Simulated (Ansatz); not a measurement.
# Mo(100) with 4 thermally displaced layers, 2x2: scattering by thermal displacements

Wanted: the phonon-limited resistivity of Mo at 180 K by the Landauer route.

Program: Ansatz 0.2.0. Level of theory: Ansatz plane-wave DFT, PBE, PAW files; ballistic transport by layer matching (Landauer), zero bias; PAW set soft_1. Results are calculated unless marked as measured.

### 1. The structure

The cell holds 56 atoms: 56 Mo. Cell: a = 6.294 Å, b = 6.294 Å, c = 22.029 Å, α = 90.0°, β = 90.0°, γ = 90.0°. It derives from Mo. Regions: lead, 40 atoms (40 Mo); scattering region, 16 atoms (16 Mo). The structure is stacked along c, and the current runs across the ab planes.

### 2. With 4 displaced layers

Each atom of 4 layers is moved at random, by amounts drawn from a normal law 0.0396 Å wide in each direction from the Debye model (450 K) at 180 K. The layers about the cell's end stay perfect and serve as the lead. Disorder leaves little or no symmetry, which makes such runs dear. Energies from -0.05 to 0.05 eV in steps of 0.05 eV are too few for the program's thermal sum, so it prints no conductance; for a metal the transmission near the Fermi level serves, at a fraction of the cost.

input.yaml reads:

```yaml
crystal:
  lattice:
    - [6.294, 0.0, 0.0]
    - [0.0, 6.294, 0.0]
    - [0.0, 0.0, 22.029]
  atoms:
    - { symbol: Mo, position: [0.0, 0.0, 0.0357142857] }
    - { symbol: Mo, position: [0.0, 0.5, 0.0357142857] }
    - { symbol: Mo, position: [0.5, 0.0, 0.0357142857] }
    - { symbol: Mo, position: [0.5, 0.5, 0.0357142857] }
    - { symbol: Mo, position: [0.25, 0.25, 0.1071428571] }
    - { symbol: Mo, position: [0.25, 0.75, 0.1071428571] }
    - { symbol: Mo, position: [0.75, 0.25, 0.1071428571] }
    - { symbol: Mo, position: [0.75, 0.75, 0.1071428571] }
    - { symbol: Mo, position: [0.0, 0.0, 0.1785714286] }
    - { symbol: Mo, position: [0.0, 0.5, 0.1785714286] }
    - { symbol: Mo, position: [0.5, 0.0, 0.1785714286] }
    - { symbol: Mo, position: [0.5, 0.5, 0.1785714286] }
    - { symbol: Mo, position: [0.25, 0.25, 0.25] }
    - { symbol: Mo, position: [0.25, 0.75, 0.25] }
    - { symbol: Mo, position: [0.75, 0.25, 0.25] }
    - { symbol: Mo, position: [0.75, 0.75, 0.25] }
    - { symbol: Mo, position: [0.0, 0.0, 0.3214285714] }
    - { symbol: Mo, position: [0.0, 0.5, 0.3214285714] }
    - { symbol: Mo, position: [0.5, 0.0, 0.3214285714] }
    - { symbol: Mo, position: [0.5, 0.5, 0.3214285714] }
    - { symbol: Mo, position: [0.2502151872, 0.2585573733, 0.3950593154] }
    - { symbol: Mo, position: [0.2467884567, 0.7481247722, 0.3919088527] }
    - { symbol: Mo, position: [0.7535854899, 0.2496471666, 0.3942001188] }
    - { symbol: Mo, position: [0.7383741302, 0.7598588468, 0.3926837481] }
    - { symbol: Mo, position: [0.0042818628, 0.9991405396, 0.4636040567] }
    - { symbol: Mo, position: [0.0029145164, 0.5051889559, 0.4639215451] }
    - { symbol: Mo, position: [0.4990384624, 0.0043153444, 0.4627207537] }
    - { symbol: Mo, position: [0.4904694478, 0.5024857609, 0.463079969] }
    - { symbol: Mo, position: [0.2379146159, 0.2448768717, 0.5348734979] }
    - { symbol: Mo, position: [0.2424907538, 0.7406073957, 0.5357801642] }
    - { symbol: Mo, position: [0.7556467076, 0.2485328172, 0.5343772247] }
    - { symbol: Mo, position: [0.7524229025, 0.7545138192, 0.5351748363] }
    - { symbol: Mo, position: [0.0034277876, 0.0065631851, 0.6067707285] }
    - { symbol: Mo, position: [0.9948802583, 0.5021878885, 0.6075879695] }
    - { symbol: Mo, position: [0.5069152183, 0.9919156778, 0.6059532101] }
    - { symbol: Mo, position: [0.4947251182, 0.4890872299, 0.6073701993] }
    - { symbol: Mo, position: [0.25, 0.25, 0.6785714286] }
    - { symbol: Mo, position: [0.25, 0.75, 0.6785714286] }
    - { symbol: Mo, position: [0.75, 0.25, 0.6785714286] }
    - { symbol: Mo, position: [0.75, 0.75, 0.6785714286] }
    - { symbol: Mo, position: [0.0, 0.0, 0.75] }
    - { symbol: Mo, position: [0.0, 0.5, 0.75] }
    - { symbol: Mo, position: [0.5, 0.0, 0.75] }
    - { symbol: Mo, position: [0.5, 0.5, 0.75] }
    - { symbol: Mo, position: [0.25, 0.25, 0.8214285714] }
    - { symbol: Mo, position: [0.25, 0.75, 0.8214285714] }
    - { symbol: Mo, position: [0.75, 0.25, 0.8214285714] }
    - { symbol: Mo, position: [0.75, 0.75, 0.8214285714] }
    - { symbol: Mo, position: [0.0, 0.0, 0.8928571429] }
    - { symbol: Mo, position: [0.0, 0.5, 0.8928571429] }
    - { symbol: Mo, position: [0.5, 0.0, 0.8928571429] }
    - { symbol: Mo, position: [0.5, 0.5, 0.8928571429] }
    - { symbol: Mo, position: [0.25, 0.25, 0.9642857143] }
    - { symbol: Mo, position: [0.25, 0.75, 0.9642857143] }
    - { symbol: Mo, position: [0.75, 0.25, 0.9642857143] }
    - { symbol: Mo, position: [0.75, 0.75, 0.9642857143] }
kpoints:
  mp_grid: { grid: [4, 4, 1] }
hamiltonian:
  xc: pbe
  pseudopotentials: { kind: paw, azcp: { folder: soft_1 } }
scf:
  occupations: { method: fermi_dirac, width: 0.1 }
output:
  transmission: { leads: [[0, 4]], kmesh: [8, 8], e_range: [-0.05, 0.05], de: 0.05 }
  write_potential: true
  write_density: true
  volumetric_format: npy
```

Launch:

```sh
$ ansatz run input.yaml --threads 4 --pin off --max-ram 15360MiB --backend cpu --events-out ev --progress --plain --runs-dir out
```

Numbers of over 12 decimals in the logs are rounded to 6 here.

The log of the run:

```text
Engine: ansatz 0.2.0, aarch64-unknown-linux-gnu
Pseudopotentials: kind: paw
Pseudopotential: Mo, paw, valence charge 14, recommended cutoff 420 eV (normal), soft_1/Mo.paw.azcp
Functional definition: PBE
  parameter kappa = 0.804
  parameter beta = 0.066725
  exchange = pbe_x(kappa = kappa, mu = beta*pi^2/3)
  correlation = pbe_c(beta = beta)
Crystal: 56 atoms, lattice volume = 872.666 Å³
Basis set: ecut = 420 eV, 17109 PW (Γ)
Bands: 471, of which v1, the nominal top of the filled ones, is band 392 counted from 1 (391 counted from 0)
Symmetry: 1 space group operations
Space group: P1 (ITA 1), of the structure as read, at distance tolerance 9.6e-5 Å
k-points: 10 of 16 (time reversal used)
Non-local potential: Mo, projectors of the file, l = 0: 3, l = 1: 2, l = 2: 2, l = 3: 1
PAW form: soft (Blöchl's): semilocal exchange-correlation on the pseudo side does not see the compensation charge
PAW one-centre angular grid: Mo, 590 points (default); XC on 64 Gauss nodes
Initial density: superposition of atomic densities (chi_scale 0.1, normalization cell)
Initial wavefunctions: pseudopotential atomic-orbital guess
Functional: x = pbe(κ = 0.804, μ = 0.219515), c = pbe(β = 0.066725)
SCF iter   1: F=—  HF=-277573.461538 eV  |F-HF|=—  |Δ(HF+E_count)|=         —  Δρ=1.06e-1  dr2=9.89e1  ethr=3.10e-3  ⟨swp⟩=4.2  Hψ=16889  notcnv=0
preconditioner: auto → Kerker (q_TF=auto, 2.680 Å⁻¹)  [metal: Δε(μ)=0.012 eV  Ē_g=4.670 eV  σ=0.100 eV  W_gap=0.03  n_scr=286 (ndim 8)  ℏωp=23.0 eV  f_vac=0.000  D(μ)=37.04/eV (n_scr^D=302)]
SCF iter   2: F=—  HF=-277547.946695 eV  |F-HF|=—  |Δ(HF+E_count)|=    2.55e1  Δρ=5.92e-2  dr2=2.87e1  ethr=3.10e-3  ⟨swp⟩=2.0  Hψ=9329  notcnv=0
SCF iter   3: F=—  HF=-277538.936911 eV  |F-HF|=—  |Δ(HF+E_count)|=    9.01e0  Δρ=8.00e-3  dr2=2.21e-1  ethr=3.10e-3  ⟨swp⟩=2.2  Hψ=8630  notcnv=0
SCF iter   4: F=—  HF=-277538.993662 eV  |F-HF|=—  |Δ(HF+E_count)|=   5.68e-2  Δρ=9.11e-4  dr2=5.98e-3  ethr=2.82e-5  ⟨swp⟩=2.9  Hψ=8802  notcnv=0
SCF iter   5: F=—  HF=-277538.994000 eV  |F-HF|=—  |Δ(HF+E_count)|=   3.38e-4  Δρ=1.56e-4  dr2=8.09e-5  ethr=7.63e-7  ⟨swp⟩=2.0  Hψ=7982  notcnv=0
SCF iter   6: F=—  HF=-277538.993079 eV  |F-HF|=—  |Δ(HF+E_count)|=   9.20e-4  Δρ=2.63e-5  dr2=3.43e-6  ethr=1.03e-8  ⟨swp⟩=2.0  Hψ=8780  notcnv=0
SCF iter   7: F=—  HF=-277538.993080 eV  |F-HF|=—  |Δ(HF+E_count)|=   2.13e-7  Δρ=4.01e-6  dr2=1.35e-7  ethr=4.38e-10  ⟨swp⟩=3.0  Hψ=9175  notcnv=0
SCF iter   8: F=-277538.993080 eV  HF=-277538.993080 eV  |F-HF|=7.68e-9  |Δ(HF+E_count)|=   2.74e-9  Δρ=8.27e-7  dr2=1.10e-8  ethr=1.28e-11  ⟨swp⟩=6.5  Hψ=10654  notcnv=0
SCF 1 converged in 8 iterations: F = -277538.993080 eV  dr2 = 1.10e-8
  greatest PAW one-centre occupation: 0.999 electrons in one spin orbital (limit 2), on the Mo atom at site 24 (counted from 0), in its partial waves of l = 0
transmission: 144 of 1428 steps passed
transmission: 288 of 1428 steps passed
[...]
transmission: 1428 of 1428 steps passed
SCF converged after 8 iterations
Free energy (F): -277538.993080 eV
Harris-Foulkes:  -277538.993080 eV  (|F-HF|=7.68e-9)
Internal energy: -277537.561554 eV  (E = F + TS)
E sigma→0 (E₀):  -277538.277317 eV
Entropy (-TS):   -1.431525 eV (-25.563 meV/atom)
Fermi energy:    21.185565 eV
--- Per-component energies (eV) ---
  E_band       = -3032.182085
  E_kinetic    = 23664.967588
  E_local      = -43049.802030  (includes V_loc(G=0)·N_el)
  E_nonlocal   = 8293.199333
  E_hartree    = 14664.244775
  E_xc         = -9881.786066
  E_vxc        = -12321.227068  (∫ρ·V_xc dr)
  E_paw        = -179862.127000  (= ΣΔE_a)
  E_vpaw       = -8947.807419  (= ΣTr[D̂ρ^β])
  E_aug_tail   = 0.002639  (compensation charges beyond the density's cutoff)
  E_ewald      = -91366.260793
  E_smearing   = -1.431525  (= −TS)
  E_closure    = -0.000000  (closes the sum)
  Σ components = -277538.993080   (vs F -277538.993080, Δ=0.00e0)
--- Band table (eV; the first three rows and the last of 10) ---
  k-point 0: bands = [... 388 lower, 21.1349, 21.1666, 21.1752, 21.1795, 21.1837, 21.1924, 21.2082, 21.2453, ... 75 higher]
  k-point 1: bands = [... 388 lower, 21.1741, 21.1832, 21.1907, 21.2629, 21.2713, 21.2855, 21.2984, 21.3102, ... 75 higher]
  k-point 2: bands = [... 388 lower, 21.2067, 21.2145, 21.2618, 21.2859, 21.3000, 21.3063, 21.3480, 21.3547, ... 75 higher]
  k-point 9: bands = [... 388 lower, 20.3383, 20.3598, 20.4035, 20.4271, 21.4389, 21.4521, 21.4744, 21.4862, ... 75 higher]
--- Transmission ---
  basis      : 349 plane waves across, 42 finite elements along
  points     : 34, standing for a mesh of 8 x 8
  energies   : 3 from -0.050000 to 0.050000 eV about the Fermi level, 0.050000 eV apart; the leads are filled to 0.000000 eV, and channels, transmission and decay are at 0.000000 eV
  crystal 0  : Mo4, at the sites [0, 4], period 1.5735 Å, over 15.73 Å; its Hamiltonian steps by up to 1.1 meV
    offset         : up to 0.0000 Å between an atom of the period and one for which it stands
    channels       : 6.781250e0 a spin
    conductance    : none, the energies end too early or step too widely for 300 K: set another output.transmission.e_range or a lower de, or, where they end at an eighth of basis.ecutwfc, a higher one
    slowest decay  : 0.0511 /Å at (0.3750, 0.5000)
  junction   : crystal 0 to crystal 0, 0.70 to 21.15 Å
    transmission   : 6.497997e0 a spin
    conductance    : none, the energies end too early or step too widely for 300 K: set another output.transmission.e_range or a lower de, or, where they end at an eighth of basis.ecutwfc, a higher one
```

Elapsed: 12 min, on 4 threads of Arm Neoverse V1, shared host; peak memory 7.7 GiB.

The column dr2 measures how far the density is from self-consistency, as an energy; F and HF (Harris–Foulkes) agree once it is small.

Numbers from this step:

```yaml
free_energy: -277538.9931 eV
energy_at_zero_smearing: -277538.2773 eV
fermi_energy: 21.19 eV
cell_area: 39.61 Å²
transmission_per_spin_nearest_the_fermi_level: 6.498
open_channels_per_spin_nearest_the_fermi_level: 6.781
step_of_the_lead_s_potential: 1.1 meV
```

Per spin. Transmission, zone mean against energy, zero at the Fermi level:

```csv
energy (eV),"transmission, zone mean"
-0.0500,6.31
0.0000,6.50
0.0500,6.58
```

Per spin. The open channels, zone mean, lead by energy, zero at the Fermi level:

```csv
energy (eV),"open channels, zone mean, lead"
-0.0500,6.59
0.0000,6.78
0.0500,6.84
```

Transmission over k1 and k2. At 0.0000 eV from the Fermi level.

Ten even steps from '_' (0.0) to '@' (14.1):
```
____..--==--..__
::..--##@@%%--..
::--%%@@@@@@##--
::==@@@@@@@@@@==
::--##@@@@@@%%--
::..--%%@@##--..
____..--==--..__
____::::::::::__
```
Columns: k1 (b1) from -0.5 to 0.375; rows upwards: k2 (b2) from -0.5 to 0.375.

Open channels over k1 and k2. At 0.0000 eV from the Fermi level.

Ten even steps from '_' (0.0) to '@' (15.0):
```
____..--==--..__
::..==%%@@%%==..
::--%%@@@@@@%%--
::==@@@@@@@@@@==
::--%%@@@@@@%%--
::..==%%@@%%==..
____..--==--..__
____::::::::::__
```
Columns: k1 (b1) from -0.5 to 0.375; rows upwards: k2 (b2) from -0.5 to 0.375.

Over the solved energies the transmission per spin lies between 6.31 and 6.58, out of 6.74 channels of the lead on average (up to 6.84).

### 3. With 8 displaced layers

Each atom of 8 layers is moved at random, by amounts drawn from a normal law 0.0396 Å wide in each direction from the Debye model (450 K) at 180 K. A fresh draw is used; the growth of the resistance with length is what counts.

System of this step: Mo(100) with 8 thermally displaced layers, 2x2. The cell holds 72 atoms: 72 Mo. Cell: a = 6.294 Å, b = 6.294 Å, c = 28.323 Å, α = 90.0°, β = 90.0°, γ = 90.0°. It derives from Mo. Regions: lead, 40 atoms (40 Mo); scattering region, 32 atoms (32 Mo). The structure is stacked along c, and the current runs across the ab planes.

input.yaml reads:

```yaml
crystal:
  lattice:
    - [6.294, 0.0, 0.0]
    - [0.0, 6.294, 0.0]
    - [0.0, 0.0, 28.323]
  atoms:
    - { symbol: Mo, position: [0.0, 0.0, 0.0277777778] }
    - { symbol: Mo, position: [0.0, 0.5, 0.0277777778] }
    - { symbol: Mo, position: [0.5, 0.0, 0.0277777778] }
    - { symbol: Mo, position: [0.5, 0.5, 0.0277777778] }
    - { symbol: Mo, position: [0.25, 0.25, 0.0833333333] }
    - { symbol: Mo, position: [0.25, 0.75, 0.0833333333] }
    - { symbol: Mo, position: [0.75, 0.25, 0.0833333333] }
    - { symbol: Mo, position: [0.75, 0.75, 0.0833333333] }
    - { symbol: Mo, position: [0.0, 0.0, 0.1388888889] }
    - { symbol: Mo, position: [0.0, 0.5, 0.1388888889] }
    - { symbol: Mo, position: [0.5, 0.0, 0.1388888889] }
    - { symbol: Mo, position: [0.5, 0.5, 0.1388888889] }
    - { symbol: Mo, position: [0.25, 0.25, 0.1944444444] }
    - { symbol: Mo, position: [0.25, 0.75, 0.1944444444] }
    - { symbol: Mo, position: [0.75, 0.25, 0.1944444444] }
    - { symbol: Mo, position: [0.75, 0.75, 0.1944444444] }
    - { symbol: Mo, position: [0.0, 0.0, 0.25] }
    - { symbol: Mo, position: [0.0, 0.5, 0.25] }
    - { symbol: Mo, position: [0.5, 0.0, 0.25] }
    - { symbol: Mo, position: [0.5, 0.5, 0.25] }
    - { symbol: Mo, position: [0.253321659, 0.2453505324, 0.3074934152] }
    - { symbol: Mo, position: [0.2551726612, 0.7539483026, 0.3061173523] }
    - { symbol: Mo, position: [0.7560143674, 0.2416173787, 0.3064141504] }
    - { symbol: Mo, position: [0.7537934883, 0.7388751203, 0.3060408852] }
    - { symbol: Mo, position: [0.9984240097, 0.0049183994, 0.3604970724] }
    - { symbol: Mo, position: [0.9998852038, 0.5021576861, 0.3598856388] }
    - { symbol: Mo, position: [0.5037671809, 0.9993394294, 0.3617998595] }
    - { symbol: Mo, position: [0.4967158916, 0.5068358514, 0.3619575001] }
    - { symbol: Mo, position: [0.2488796254, 0.2539771304, 0.4184284635] }
    - { symbol: Mo, position: [0.2612725025, 0.7400969261, 0.417901747] }
    - { symbol: Mo, position: [0.752926841, 0.2494093008, 0.4152588224] }
    - { symbol: Mo, position: [0.7579119336, 0.7420594355, 0.4174595531] }
    - { symbol: Mo, position: [0.0081931168, 0.9899327141, 0.471799144] }
    - { symbol: Mo, position: [0.9917606344, 0.501535919, 0.474340111] }
    - { symbol: Mo, position: [0.5127349554, 0.9888096955, 0.4714181427] }
    - { symbol: Mo, position: [0.5044276587, 0.509939552, 0.4728112951] }
    - { symbol: Mo, position: [0.245304201, 0.2518699539, 0.5277545354] }
    - { symbol: Mo, position: [0.2487177874, 0.745377713, 0.5283193695] }
    - { symbol: Mo, position: [0.7519375956, 0.2494148179, 0.527467742] }
    - { symbol: Mo, position: [0.7419135645, 0.7469403242, 0.5294650257] }
    - { symbol: Mo, position: [0.9988007493, 0.9909394744, 0.5851995826] }
    - { symbol: Mo, position: [0.0033371482, 0.513266939, 0.5834207581] }
    - { symbol: Mo, position: [0.4970963433, 0.9908894587, 0.585184752] }
    - { symbol: Mo, position: [0.5161708468, 0.4948335654, 0.5824283662] }
    - { symbol: Mo, position: [0.2537520275, 0.2447743418, 0.6385105067] }
    - { symbol: Mo, position: [0.2477983473, 0.7512080653, 0.6404200179] }
    - { symbol: Mo, position: [0.7501388792, 0.255783027, 0.6383016645] }
    - { symbol: Mo, position: [0.7520629524, 0.7365433884, 0.6368611028] }
    - { symbol: Mo, position: [0.0050089653, 0.9962859806, 0.6952554689] }
    - { symbol: Mo, position: [0.0034131647, 0.5083215696, 0.6955798482] }
    - { symbol: Mo, position: [0.5064002871, 0.9992972127, 0.6934678764] }
    - { symbol: Mo, position: [0.4953960413, 0.4969285665, 0.6928643522] }
    - { symbol: Mo, position: [0.25, 0.25, 0.75] }
    - { symbol: Mo, position: [0.25, 0.75, 0.75] }
    - { symbol: Mo, position: [0.75, 0.25, 0.75] }
    - { symbol: Mo, position: [0.75, 0.75, 0.75] }
    - { symbol: Mo, position: [0.0, 0.0, 0.8055555556] }
    - { symbol: Mo, position: [0.0, 0.5, 0.8055555556] }
    - { symbol: Mo, position: [0.5, 0.0, 0.8055555556] }
    - { symbol: Mo, position: [0.5, 0.5, 0.8055555556] }
    - { symbol: Mo, position: [0.25, 0.25, 0.8611111111] }
    - { symbol: Mo, position: [0.25, 0.75, 0.8611111111] }
    - { symbol: Mo, position: [0.75, 0.25, 0.8611111111] }
    - { symbol: Mo, position: [0.75, 0.75, 0.8611111111] }
    - { symbol: Mo, position: [0.0, 0.0, 0.9166666667] }
    - { symbol: Mo, position: [0.0, 0.5, 0.9166666667] }
    - { symbol: Mo, position: [0.5, 0.0, 0.9166666667] }
    - { symbol: Mo, position: [0.5, 0.5, 0.9166666667] }
    - { symbol: Mo, position: [0.25, 0.25, 0.9722222222] }
    - { symbol: Mo, position: [0.25, 0.75, 0.9722222222] }
    - { symbol: Mo, position: [0.75, 0.25, 0.9722222222] }
    - { symbol: Mo, position: [0.75, 0.75, 0.9722222222] }
kpoints:
  mp_grid: { grid: [4, 4, 1] }
hamiltonian:
  xc: pbe
  pseudopotentials: { kind: paw, azcp: { folder: soft_1 } }
scf:
  occupations: { method: fermi_dirac, width: 0.1 }
output:
  transmission: { leads: [[0, 4]], kmesh: [8, 8], e_range: [-0.05, 0.05], de: 0.05 }
  write_potential: true
  write_density: true
  volumetric_format: npy
```

The log of the run:

```text
[...]
Crystal: 72 atoms, lattice volume = 1122.000 Å³
Basis set: ecut = 420 eV, 21955 PW (Γ)
Bands: 605, of which v1, the nominal top of the filled ones, is band 504 counted from 1 (503 counted from 0)
Symmetry: 1 space group operations
[...]
k-points: 10 of 16 (time reversal used)
[...]
SCF iter   1: F=—  HF=-356879.737519 eV  |F-HF|=—  |Δ(HF+E_count)|=         —  Δρ=1.06e-1  dr2=1.27e2  ethr=3.10e-3  ⟨swp⟩=4.4  Hψ=21010  notcnv=0
[...]
SCF iter   8: F=-356835.475608 eV  HF=-356835.475608 eV  |F-HF|=1.22e-8  |Δ(HF+E_count)|=   1.13e-8  Δρ=8.86e-7  dr2=1.72e-8  ethr=9.92e-12  ⟨swp⟩=6.6  Hψ=13784  notcnv=0
SCF 1 converged in 8 iterations: F = -356835.475608 eV  dr2 = 1.72e-8
[...]
transmission: 192 of 1904 steps passed
transmission: 381 of 1904 steps passed
[...]
transmission: 1904 of 1904 steps passed
SCF converged after 8 iterations
Free energy (F): -356835.475608 eV
[...]
Internal energy: -356833.830949 eV  (E = F + TS)
E sigma→0 (E₀):  -356834.653278 eV
Entropy (-TS):   -1.644659 eV (-22.842 meV/atom)
Fermi energy:    21.106676 eV
[...]
--- Band table (eV; the first three rows and the last of 10) ---
  k-point 0: bands = [... 500 lower, 20.9308, 20.9373, 20.9511, 20.9731, 20.9785, 21.0047, 21.0192, 21.0325, ... 97 higher]
  k-point 1: bands = [... 500 lower, 21.0616, 21.0747, 21.0943, 21.1127, 21.1281, 21.1423, 21.1569, 21.1694, ... 97 higher]
  k-point 2: bands = [... 500 lower, 20.9434, 21.0028, 21.0234, 21.1058, 21.1702, 21.2595, 21.2836, 21.2993, ... 97 higher]
  k-point 9: bands = [... 500 lower, 20.3605, 20.3730, 20.4021, 20.4051, 21.4008, 21.4284, 21.4629, 21.4848, ... 97 higher]
--- Transmission ---
  basis      : 349 plane waves across, 56 finite elements along
  points     : 34, standing for a mesh of 8 x 8
[...]
channels       : 6.593750e0 a spin
[...]
slowest decay  : 0.0397 /Å at (0.3750, 0.5000)
  junction   : crystal 0 to crystal 0, 0.70 to 27.45 Å
    transmission   : 5.849158e0 a spin
[...]
```

Wall time 18 min (4 threads); peak memory 8 GiB.

This step gave:

```
free energy                                    : -356835.4756 eV
energy at zero smearing                        : -356834.6533 eV
Fermi energy                                   : 21.11 eV
transmission per spin nearest the Fermi level  : 5.849
open channels per spin nearest the Fermi level : 6.594
step of the lead's potential                   : 2.7 meV
```

Per spin. Transmission, zone mean against energy, zero at the Fermi level:

```csv
energy (eV),"transmission, zone mean"
-0.0500,5.84
0.0000,5.85
0.0500,5.78
```

Over the solved energies the transmission per spin lies between 5.78 and 5.85, out of 6.59 channels of the lead on average (up to 6.66).

[end of part 1 of 2]

[Logs are printed without paths, hosts, clocks, repeated set-up lines and the standing remarks that a program may print on its own settings, such as how far it seeks lower states.]

[Hosts, paths, dates, database ids (printed as entryN), source tags and the programs' standing remarks are cut or masked in the printed files.]
